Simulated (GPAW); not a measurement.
BP (F-43m): refractive index against wavelength

The refractive index of BP (F-43m) below the direct gap (3.38 eV on the mesh) is read from one computed spectrum, n = √(Re ε).

Cell: a, b, c = 3.209, 3.209, 3.209 Å (primitive vectors), 2 atoms.

Method: GPAW 26.7.0, LDA, RPA, k-mesh 16×16×16, local fields up to 30 eV, Lorentzian half width 0.1 eV.

Launch of the response step: `OMP_NUM_THREADS=1 python df.py`. The run took 28 s, its band step included, on 1 thread of Arm Neoverse V1 (shared host).

```tsv
wavelength (nm)	photon energy E (eV)	n
1550	0.800	3.0387
1310	0.946	3.0493
1064	1.165	3.0688
850	1.459	3.1027
700	1.771	3.1500
633	1.959	3.1850
532	2.331	?
```

In the single-oscillator model n² − 1 = E₀E_d/(E₀² − E²), so 1/(n² − 1) = E₀/E_d − E²/(E₀E_d) is linear in E².

Working, on the rows shown:

| x = E² (eV²) | y = 1/(n² − 1) |
| --- | --- |
| 0.639837 | 0.121452 |
| 0.895757 | 0.120508 |
| 1.35784 | 0.1188 |
| 2.12762 | 0.115919 |
| 3.13716 | 0.112076 |
| 3.83641 | 0.109359 |

Means: x̄ = 1.9991, ȳ = 0.11635. Σ(x − x̄)(y − ȳ) = -0.03086, Σ(x − x̄)² = 8.164. Slope = -0.03086 / 8.164 = -0.00378; intercept = ȳ − slope · x̄ = 0.12391. Turned back into n, the line misses the rows shown by at most 0.00064.

Question: Fill in the last column of the withheld row.

Answer: At x = 5.4314 the line gives y = 0.10338, that is 3.2670. The run gave 3.2728, so the extrapolation is off by 0.0058, 2 % of the range in the table.

Refitted with all rows, the slope is -0.003845 and the intercept 0.12401. These give E₀ = √(intercept/−slope) = 5.68 eV and E_d = E₀/intercept = 45.8 eV; E₀ is 1.7 times the direct gap. The electronic limit at long wavelengths, without lattice vibrations, is n = √(1 + 1/intercept) = 3.011. Excitons are left out; LDA gaps are as a rule too small. The values come from a sum over the points of one k-mesh and carry its error, which grows as the direct gap shrinks. The local-field cutoff holds few shells of reciprocal vectors for this small cell, so ε∞ can read a few per cent high.

[Logs are printed without paths, hosts, clocks, repeated set-up lines and the standing remarks that a program may print on its own settings, such as how far it seeks lower states.]
